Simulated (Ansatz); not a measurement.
# Br_N in GaN (F-43m): charge-transition levels and formation energies

Wanted: the transition levels of a substitutional impurity in GaN (F-43m), from a cell of 54 host atoms with 1 N taken out and 1 Br put in.

Main program and level: Ansatz 0.2.0; place-levels on r2SCAN runs: charge-transition levels and formation energies with image-charge correction and potential alignment at the atomic sites; PAW set soft_1.

## (1) The structure

The cell holds 54 atoms: 27 Ga, 26 N and 1 Br. Cell: a = 9.542 Å, b = 9.542 Å, c = 9.542 Å, α = 60.0°, β = 60.0°, γ = 60.0°. It derives from GaN (space group F-43m). Nearest the centre at fractional (0.417, 0.417, 0.417): Br28 at 0.00 Å, Ga29 at 1.95 Å, Ga45 at 1.95 Å, Ga33 at 1.95 Å, Ga27 at 1.95 Å, N46 at 3.18 Å, N34 at 3.18 Å, N16 at 3.18 Å.

Coordinates:

```xyz
54
Lattice="0.0000 6.7473 6.7473 6.7473 0.0000 6.7473 6.7473 6.7473 0.0000" Properties=species:S:1:pos:R:3 pbc="T T T"
Ga    0.0000    0.0000    0.0000
N     1.1245    1.1245    1.1245
Ga    2.2491    2.2491    0.0000
N     3.3736    3.3736    1.1245
Ga    4.4982    4.4982    0.0000
N     5.6227    5.6227    1.1245
Ga    2.2491    0.0000    2.2491
N     3.3736    1.1245    3.3736
Ga    4.4982    2.2491    2.2491
N     5.6227    3.3736    3.3736
Ga    6.7473    4.4982    2.2491
N     7.8718    5.6227    3.3736
Ga    4.4982    0.0000    4.4982
N     5.6227    1.1245    5.6227
Ga    6.7473    2.2491    4.4982
N     7.8718    3.3736    5.6227
Ga    8.9964    4.4982    4.4982
N    10.1209    5.6227    5.6227
Ga    0.0000    2.2491    2.2491
N     1.1245    3.3736    3.3736
Ga    2.2491    4.4982    2.2491
N     3.3736    5.6227    3.3736
Ga    4.4982    6.7473    2.2491
N     5.6227    7.8718    3.3736
Ga    2.2491    2.2491    4.4982
N     3.3736    3.3736    5.6227
Ga    4.4982    4.4982    4.4982
Br    5.6227    5.6227    5.6227
Ga    6.7473    6.7473    4.4982
N     7.8718    7.8718    5.6227
Ga    4.4982    2.2491    6.7473
N     5.6227    3.3736    7.8718
Ga    6.7473    4.4982    6.7473
N     7.8718    5.6227    7.8718
Ga    8.9964    6.7473    6.7473
N    10.1209    7.8718    7.8718
Ga    0.0000    4.4982    4.4982
N     1.1245    5.6227    5.6227
Ga    2.2491    6.7473    4.4982
N     3.3736    7.8718    5.6227
Ga    4.4982    8.9964    4.4982
N     5.6227   10.1209    5.6227
Ga    2.2491    4.4982    6.7473
N     3.3736    5.6227    7.8718
Ga    4.4982    6.7473    6.7473
N     5.6227    7.8718    7.8718
Ga    6.7473    8.9964    6.7473
N     7.8718   10.1209    7.8718
Ga    4.4982    4.4982    8.9964
N     5.6227    5.6227   10.1209
Ga    6.7473    6.7473    8.9964
N     7.8718    7.8718   10.1209
Ga    8.9964    8.9964    8.9964
N    10.1209   10.1209   10.1209
```

The host's dielectric constants go in as inputs: 6.00 for the electrons alone, 10.56 with the ions, computed on the host (DFPT, PBEsol, on the r2SCAN cell), and a cell off the functional's own equilibrium shifts the ionic part.

The cell's shortest repeat is 9.5 Å.

## (2) What was run first

Levels follow from differences of total energies between charge states, each relaxed by itself.

Each atom starts 0.05 Å or so off its site in a random direction: a symmetric start keeps its symmetry, and would miss off-centre moves and Jahn–Teller distortions. Forces are taken on a 2×2×2 shifted mesh. The cell holds 1 electron more than the neutral one, with a uniform background that keeps it neutral on the whole. The electron count is odd, so at least one spin is unpaired; this run locks the moment at 1 μB.

The sampling was tested on the host first: at the k-points planned (1x1x1 shifted 0.25 0.25 0.25) its energy lies 0.067 eV an atom from the dense-mesh value, so the final energies take a denser sampling.

One of the inputs; charge, spin and start change from state to state.

qm1_M1.relax/input.yaml

```yaml
crystal:
  lattice:
    - [0.0, 6.74729083, 6.74729083]
    - [6.74729083, 0.0, 6.74729083]
    - [6.74729083, 6.74729083, 0.0]
  atoms:
    - { symbol: Ga, position: [0.0, 0.0, 0.0] }
    - { symbol: "N", position: [0.08333333, 0.08333333, 0.08333333] }
    - { symbol: Ga, position: [0.0, 0.0, 0.33333333] }
    - { symbol: "N", position: [0.08333333, 0.08333333, 0.41666667] }
    - { symbol: Ga, position: [0.0, 0.0, 0.66666667] }
    - { symbol: "N", position: [0.08333333, 0.08333333, 0.75] }
    - { symbol: Ga, position: [0.0, 0.33333333, 0.0] }
    - { symbol: "N", position: [0.08333333, 0.41666667, 0.08333333] }
    - { symbol: Ga, position: [0.0, 0.33333333, 0.33333333] }
    - { symbol: "N", position: [0.08333333, 0.41666667, 0.41666667] }
    - { symbol: Ga, position: [0.0, 0.33333333, 0.66666667] }
    - { symbol: "N", position: [0.08333333, 0.41666667, 0.75] }
    - { symbol: Ga, position: [0.0, 0.66666667, 0.0] }
    - { symbol: "N", position: [0.08333333, 0.75, 0.08333333] }
    - { symbol: Ga, position: [0.0, 0.66666667, 0.33333333] }
    - { symbol: "N", position: [0.08333333, 0.75, 0.41666667] }
    - { symbol: Ga, position: [0.0, 0.66666667, 0.66666667] }
    - { symbol: "N", position: [0.08333333, 0.75, 0.75] }
    - { symbol: Ga, position: [0.33333333, 0.0, 0.0] }
    - { symbol: "N", position: [0.41666667, 0.08333333, 0.08333333] }
    - { symbol: Ga, position: [0.33333333, 0.0, 0.33333333] }
    - { symbol: "N", position: [0.41666667, 0.08333333, 0.41666667] }
    - { symbol: Ga, position: [0.33333333, 0.0, 0.66666667] }
    - { symbol: "N", position: [0.41666667, 0.08333333, 0.75] }
    - { symbol: Ga, position: [0.33333333, 0.33333333, 0.0] }
    - { symbol: "N", position: [0.41666667, 0.41666667, 0.08333333] }
    - { symbol: Ga, position: [0.33333333, 0.33333333, 0.33333333] }
    - { symbol: Br, position: [0.41666667, 0.41666667, 0.41666667] }
    - { symbol: Ga, position: [0.33333333, 0.33333333, 0.66666667] }
    - { symbol: "N", position: [0.41666667, 0.41666667, 0.75] }
    - { symbol: Ga, position: [0.33333333, 0.66666667, 0.0] }
    - { symbol: "N", position: [0.41666667, 0.75, 0.08333333] }
    - { symbol: Ga, position: [0.33333333, 0.66666667, 0.33333333] }
    - { symbol: "N", position: [0.41666667, 0.75, 0.41666667] }
    - { symbol: Ga, position: [0.33333333, 0.66666667, 0.66666667] }
    - { symbol: "N", position: [0.41666667, 0.75, 0.75] }
    - { symbol: Ga, position: [0.66666667, 0.0, 0.0] }
    - { symbol: "N", position: [0.75, 0.08333333, 0.08333333] }
    - { symbol: Ga, position: [0.66666667, 0.0, 0.33333333] }
    - { symbol: "N", position: [0.75, 0.08333333, 0.41666667] }
    - { symbol: Ga, position: [0.66666667, 0.0, 0.66666667] }
    - { symbol: "N", position: [0.75, 0.08333333, 0.75] }
    - { symbol: Ga, position: [0.66666667, 0.33333333, 0.0] }
    - { symbol: "N", position: [0.75, 0.41666667, 0.08333333] }
    - { symbol: Ga, position: [0.66666667, 0.33333333, 0.33333333] }
    - { symbol: "N", position: [0.75, 0.41666667, 0.41666667] }
    - { symbol: Ga, position: [0.66666667, 0.33333333, 0.66666667] }
    - { symbol: "N", position: [0.75, 0.41666667, 0.75] }
    - { symbol: Ga, position: [0.66666667, 0.66666667, 0.0] }
    - { symbol: "N", position: [0.75, 0.75, 0.08333333] }
    - { symbol: Ga, position: [0.66666667, 0.66666667, 0.33333333] }
    - { symbol: "N", position: [0.75, 0.75, 0.41666667] }
    - { symbol: Ga, position: [0.66666667, 0.66666667, 0.66666667] }
    - { symbol: "N", position: [0.75, 0.75, 0.75] }
  host:
    repeats: [3, 3, 3]
    atoms:
      - { symbol: Ga, position: [0.0, 0.0, 0.0] }
      - { symbol: "N", position: [0.25, 0.25, 0.25] }
total_charge: -1
basis:
  ecutwfc: 500
  xc_grid: 2
hamiltonian:
  xc: r2scan
  pseudopotentials: { kind: paw, azcp: { folder: soft_1 } }
kpoints:
  mp_grid: { grid: [2, 2, 2], shift: [0.5, 0.5, 0.5] }
magnetization:
  spin_polarized: true
  initial_magnetization: 1
  spin_locking: { lock_magnetization: hard }
scf:
  occupations: { method: fixed }
  max_iter: 60
output:
  forces: true
  charged_corrections:
    epsilon: 6.0
    static_epsilon: 10.56
    defect_position: [0.416667, 0.416667, 0.416667]
relax:
  f_tol: 0.02
  max_steps: 80
  random_displacement: { amplitude: 0.05, seed: 2615 }
checkpoint:
  write: "../qm1_M1.relax.run"
  compress: false
  write_wavefunctions: true
  write_every: 100000
```

On the command line:

```bash
$ ansatz run input.yaml --threads 4 --pin off --max-ram 15073MiB --backend cpu --events-out ev --progress --plain --runs-dir out
```

The run of this state that the levels use, under r2SCAN:

qm1_M1.point/input.yaml

```yaml
crystal:
  checkpoint: "../qm1_M1.relax.run"
  host: checkpoint
total_charge: -1
basis:
  ecutwfc: 500
  xc_grid: 2
hamiltonian:
  xc: r2scan
  pseudopotentials: { kind: paw, azcp: { folder: soft_1 } }
kpoints:
  mp_grid: { grid: [2, 2, 2], shift: [0.5, 0.5, 0.5] }
magnetization:
  spin_polarized: true
  initial_magnetization: 1
  spin_locking: { lock_magnetization: hard }
scf:
  occupations: { method: fixed }
  max_iter: 60
output:
  forces: true
  eigenvalues: true
  charged_corrections:
    epsilon: 6.0
    static_epsilon: 10.56
    defect_position: [0.416667, 0.416667, 0.416667]
  eigenstates: { localisation: true }
  populations: true
  efg: {}
checkpoint:
  read: "../qm1_M1.relax.run"
  write: "../qm1_M1.point.run"
  compress: false
  write_wavefunctions: false
  write_every: 100000
```

Relaxations under r2SCAN at a 2×2×2 shifted mesh; times on 4 threads of Arm Neoverse V1, shared host:

```
charge  moment (μB)  occupations    outcome  steps  largest displacement against the far atoms (Å)     time
    −1            1        fixed  converged     18                                            0.75   45 min
     0            0        fixed  converged     16                                            0.74   15 min
    +1            1        fixed  converged      7                                            0.46   17 min
    +2            0        fixed  converged      6                                            0.43  6.4 min
     0            2        fixed  converged     14                                            0.63   35 min
```

Single points under r2SCAN at a 2×2×2 shifted mesh; times on 4 threads of Arm Neoverse V1, shared host:

```
charge  moment (μB)  occupations    outcome     time
    −1            1        fixed  converged  2.1 min
     0            0        fixed  converged     60 s
    +1            1        fixed  converged  1.9 min
    +2            0        fixed  converged     72 s
     0            2        fixed  converged  2.3 min
```

Distances (Å) from Br28 to the nearest atoms after relaxation with r2SCAN:

```
charge  moment (μB)       1.       2.       3.       4.      5.      6.
    −1            1  Ga 2.39  Ga 2.39  Ga 2.53  Ga 2.61  N 3.12  N 3.12
     0            0  Ga 2.39  Ga 2.39  Ga 2.39  Ga 2.57  N 3.11  N 3.11
     0            2  Ga 2.39  Ga 2.39  Ga 2.52  Ga 2.52  N 3.14  N 3.14
    +1            1  Ga 2.40  Ga 2.40  Ga 2.40  Ga 2.40  N 3.21  N 3.21
    +2            0  Ga 2.37  Ga 2.37  Ga 2.37  Ga 2.37  N 3.21  N 3.21
```

(Continued in part 2 of 2.)

[Logs are printed without paths, hosts, clocks, repeated set-up lines and the standing remarks that a program may print on its own settings, such as how far it seeks lower states.]

[Hosts, paths, dates, database ids (printed as entryN), source tags and the programs' standing remarks are cut or masked in the printed files.]

[Where a table of states has a column of steps, it counts the stored structures, which are thinned; the runs took as many ionic steps or more.]

[A defect's name tells the site on which it was built; relaxed atoms can leave that site.]

[For some hosts the program warned that the k-mesh of the response run may be too coarse for force constants and the static dielectric constant; such warnings are not shown here.]
